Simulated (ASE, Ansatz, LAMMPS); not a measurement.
# Convergence of a linear-scaling basis for (12,12) carbon nanotube (144 atoms), part 2 of 2

Aim: test how closely localised support functions follow the reference on (12,12) carbon nanotube (144 atoms), and at what cost. A setting counts as converged where the r.m.s. difference of forces stays under 1 % of the r.m.s. force.

Ansatz 0.2.0; Kohn-Sham DFT, r2SCAN+D4, PAW (set soft_2), plane waves.

The cell: 144 C. Beside vacuum, support functions can miss their usual error bounds without a warning.

So far. Step 3 (Plane-wave single point): Intrinsic-atomic-orbital charges run from -0.02 to +0.01 e. Within 0.4 eV of the Fermi level the largest share is C p (99 % of the projected weight).

### 4. Structure statistics

These statistics describe the geometry on which the runs were made.

Normalised to the volume that the atoms fill. Pair distribution function in bins of 0.1 Å:

| r (Å) | total |
| --- | --- |
| 1.25 | 0.00 |
| 1.35 | 6.03 |
| 1.45 | 13.40 |
| 1.55 | 0.00 |
| 1.65 | 0.00 |
| 1.75 | 0.00 |
| 1.85 | 0.00 |
| 1.95 | 0.00 |
| 2.05 | 0.00 |
| 2.15 | 0.00 |
| 2.25 | 0.03 |
| 2.35 | 2.02 |
| 2.45 | 9.26 |
| 2.55 | 1.63 |
| 2.65 | 0.08 |
| 2.75 | 1.51 |
| 2.85 | 2.87 |
| 2.95 | 0.42 |
| 3.05 | 0.02 |
| 3.15 | 0.00 |
| 3.25 | 0.00 |
| 3.35 | 0.00 |
| 3.45 | 0.00 |
| 3.55 | 0.10 |
| 3.65 | 1.76 |
| 3.75 | 3.08 |
| 3.85 | 0.64 |
| 3.95 | 0.03 |
| 4.05 | 0.21 |
| 4.15 | 1.24 |
| 4.25 | 2.32 |
| 4.35 | 0.57 |
| 4.45 | 0.00 |
| 4.55 | 0.00 |
| 4.65 | 0.02 |
| 4.75 | 0.64 |
| 4.85 | 1.53 |
| 4.95 | 1.69 |
| 5.05 | 1.26 |
| 5.15 | 1.05 |
| 5.25 | 0.12 |
| 5.35 | 0.06 |
| 5.45 | 0.16 |
| 5.55 | 0.24 |

Bonds by pair of elements; cutoffs follow the first minimum of g(r), held within bounds set by covalent radii, and pairs that aren't listed don't count as bonded:

| pair A-B | cutoff (Å) | bonds | mean length (Å) | spread (Å) | shortest (Å) | B about A | A about B |
| --- | --- | --- | --- | --- | --- | --- | --- |
| C-C | 1.85 | 216 | 1.42 | 0.034 | 1.32 | 3 | 3 |

How many atoms have how many bonded neighbours:

| element | mean | 3 |
| --- | --- | --- |
| C | 3 | 144 |

Bond angles, per cent of each kind in bins of 5°:

| angle (°) | C-C-C |
| --- | --- |
| 110–115 | 5.6 |
| 115–120 | 50.5 |
| 120–125 | 41.9 |
| 125–130 | 2.1 |

Bond angles (no mean is given where the spread exceeds 20°):

| angle | count | mean (°) | spread (°) |
| --- | --- | --- | --- |
| C-C-C | 432 | 120 | 2.8 |

The first peak of g(r) lies near 1.42 Å. Counting bonds as in the table, all C atoms have 3 bonded neighbours. The C-C-C angle averages 120° with a spread of 3°.

Local excerpt of 10 atoms (numbers count through the whole input) about C47, which bears the longest force; x, y, z are measured from there.

| atom | x | y | z | distance (Å) | bonds | intrinsic-atomic-orbital charge (e) | Fx | Fy | Fz (eV/Å) |
| --- | --- | --- | --- | --- | --- | --- | --- | --- | --- |
| C47 | 0.00 | 0.00 | 0.00 | 0.00 | 3 | 0.00 | 1.82 | 4.82 | 0.62 |
| C46 | -0.17 | -1.31 | -0.02 | 1.32 | 3 | 0.00 | -0.66 | -3.38 | -1.42 |
| C144 | 0.05 | 0.68 | -1.20 | 1.38 | 3 | 0.00 | -0.22 | 2.96 | -3.47 |
| C48 | 0.22 | 0.82 | 1.20 | 1.47 | 3 | 0.00 | -0.96 | -1.87 | -0.90 |
| C45 | -0.32 | -1.92 | 1.19 | 2.28 | 3 | 0.01 | -0.10 | -3.86 | 0.48 |
| C141 | -0.39 | -2.01 | -1.28 | 2.42 | 3 | 0.00 | 0.38 | 1.60 | 0.22 |
| C95 | 0.25 | 0.10 | 2.43 | 2.44 | 3 | 0.01 | 0.21 | -0.20 | 0.38 |
| C97 | 0.07 | 2.12 | -1.26 | 2.46 | 3 | 0.00 | -0.15 | 0.20 | -0.19 |
| C1 | 0.13 | 2.24 | 1.10 | 2.50 | 3 | 0.00 | 0.79 | -3.33 | 2.24 |
| C143 | -0.01 | 0.06 | -2.50 | 2.51 | 3 | 0.00 | 0.63 | -1.77 | 2.71 |

The column of bonds counts only the pairs C-C within 1.85 Å; other neighbours, such as metal atoms beside each other in a compound, aren't counted, and periodic images can show an atom twice.

### 5. Support functions medium

With localised support functions most steps grow linearly with size, though the diagonalisation grows faster unless the density matrix is cut; this run measures error and cost at this size. The level medium gives here a grid of 144×144×48 points and a radius of 4.00 Å.

This step: Kohn-Sham DFT, r2SCAN+D4, PAW (set soft_2), localised support functions (medium) (Ansatz 0.2.0).

The input, input.yaml:

```yaml
crystal:
  lattice:
    - [25.2133, 0.0, 0.0]
    - [0.0, 25.2133, 0.0]
    - [0.0, 0.0, 7.38]
  atoms:
    [... the 144 atom lines of step 3 ...]
kpoints:
  mp_grid: { grid: [1, 1, 2] }
hamiltonian:
  xc: r2scan
  dispersion: d4
scf:
  occupations: { method: gaussian, width: 0.025 }
  eigensolver: { kind: { support_functions: { accuracy: medium } } }
  mixing: { beta: 0.2 }
  max_iter: 150
output:
  forces: true
  eigenvalues: true
```

Started as:

```bash
$ ansatz run input.yaml --threads 8 --pin off --max-ram 15872MiB --backend cpu --events-out ev --progress --plain --runs-dir out
```

Numbers of over 12 decimals in the logs are rounded to 6 here.

Output:

```text
Warning: scf.eigensolver.kind.support_functions: disabling space-group detection — the functions' gradient is summed over unrotated k-points, so no spatial operation reduces the k-mesh or symmetrises the density; time reversal is kept, so that k and −k are solved as one point where they differ and the mesh holds both, and exact exchange and, on two spinor components, a DFT+U term hold to it where the run has them: [...]
settings of this run that can trade accuracy for cost: scf.eigensolver.kind.support_functions [...]
[...]
Crystal: 144 atoms, lattice volume = 4691.543 Å³
Basis set: ecut = 500 eV, 119135 PW (Γ), exchange–correlation on 576×576×180 points (27 copies of the dense FFT grid, shifted against one another)
Bands: 346, of which v1, the nominal top of the filled ones, is band 288 counted from 1 (287 counted from 0)
Symmetry: 1 space group operations
k-points: 2
[...]
Eigensolver: Support functions (medium, 144×144×48 points, laid for a spacing of at most 0.182399 Å, radius 4.002753 Å, 177 sites without an atom, 1 species' potentials softened for the grid, 1 wholly corrected for its errors in the mean over positions, 0 with the egg-box correction, energy correction by stochastic trace)
[...]
SCF iter   1: F=—  HF=-36229.086868 eV  |F-HF|=—  |Δ(HF+E_count)|=         —  Δρ=5.37e-2  dr2=1.33e2  dr2_τ=4.30e1  ethr=1.00e-1
[...]
SCF iter  16: F=—  HF=-36226.275009 eV  |F-HF|=—  |Δ(HF+E_count)|=   1.48e-4  Δρ=9.08e-6  dr2=3.12e-6  dr2_τ=6.67e-8  ethr=1.78e-9  κ⁻¹=8.8e-6(r=7)
SCF iter  17: F=-36226.275029 eV  HF=-36226.275018 eV  |F-HF|=1.10e-5  |Δ(HF+E_count)|=   9.36e-6  Δρ=4.54e-6  dr2=1.21e-6  dr2_τ=1.38e-8  ethr=5.42e-10
SCF 1 converged in 17 iterations: F = -36226.276434 eV  dr2 = 1.21e-6
[...]
SCF converged after 17 iterations
Stability not checked: this state was not tested for a lower state beside it, because the mixer in use, unlike msr1, does not test its closes by its own steps (another_mixer; see scf.mixing.algorithm and scf.lower_state_search)
Free energy (F): -36226.276434 eV
[...]
Internal energy: -36226.276434 eV  (E = F + TS)
E sigma→0 (E₀):  -36226.276434 eV
Entropy (-TS):   -0.000000 eV (-0.000 meV/atom)
Fermi energy:    -1.196723 eV
[...]
Σ components = -36226.276434   (vs F -36226.276434, Δ=0.00e0)
--- Forces (eV/Å), atoms counted from 1 ---
  atom   1  C      0.78761715    -3.32745525     2.24446015
  atom   2  C      0.57789459     0.17794354    -0.79967742
  atom   3  C      0.58956628    -0.23476933     0.51308594
  atom   4  C     -0.53411419     1.72637097     0.26301080
[...]
atom 144  C     -0.21673500     2.95791915    -3.46718557
  max |Σ_I F_I| component: 4.08e-3 eV/Å
--- Band table (eV) ---
[...]
```

The job ended after 6.3 min (8 threads of Arm Neoverse V2, shared host; peak memory 11 GiB; 50 min of CPU time).

The program notes that the band table was not solved further than the SCF left it and it switched symmetry off.

Keys that differ from the reference: support_functions.accuracy = "medium", scf.max_iter = 150 and scf.mixing.beta = 0.2.

Forces differ from the reference by 0.72 meV/Å r.m.s., 0.048 % of their size, well within a tolerance of 1 %; the energy by -3.0 meV/atom.

### 6. Cost against change

Differences are against the plane-wave reference (Kohn-Sham DFT, r2SCAN+D4, PAW (set soft_2), plane waves), whose r.m.s. force component is 1.49 eV/Å. Energies are set beside the reference only for runs with its functional, potentials and electron count. Times are for 8 threads of Arm Neoverse V2, shared host. The reference's time includes the DOS and grids, which some other runs skip.

| run | Δ force, r.m.s. (meV/Å) | share of r.m.s. force (%) | Δ energy (meV/atom) | cycles | time | host memory (GiB) |
| --- | --- | --- | --- | --- | --- | --- |
| reference | - | - | - | 14 | 8.3 min | 14 |
| support functions medium | 0.721 | 0.0484 | -3.01 | 17 | 6.3 min | 11 |

### 7. Results

| Quantity | Value |
| --- | --- |
| free energy per atom | -251.5684 eV/atom |
| r.m.s. force component | 1.488 eV/Å |
| wall time of the 2 DFT runs | 15 min |

**Reading.** Against plane waves at 500 eV, the forces differ by 0.72 meV/Å (0.048 %) with support functions medium. Differences between support functions and plane waves include what basis error the plane-wave run still has.

No gap is quoted: a carbon tube of such indices can be metallic, and the k-points needn't hold the crossing of its bands. Counting bonds as in the table, all C atoms have 3 bonded neighbours.

What to keep in mind: The geometry is a frame of classical dynamics and isn't relaxed at this level: its force components are 1.5 eV/Å r.m.s.

[Logs are printed without paths, hosts, clocks, repeated set-up lines and the standing remarks that a program may print on its own settings, such as how far it seeks lower states.]

[Hosts, paths, dates, database ids (printed as entryN), source tags and the programs' standing remarks are cut or masked in the printed files.]
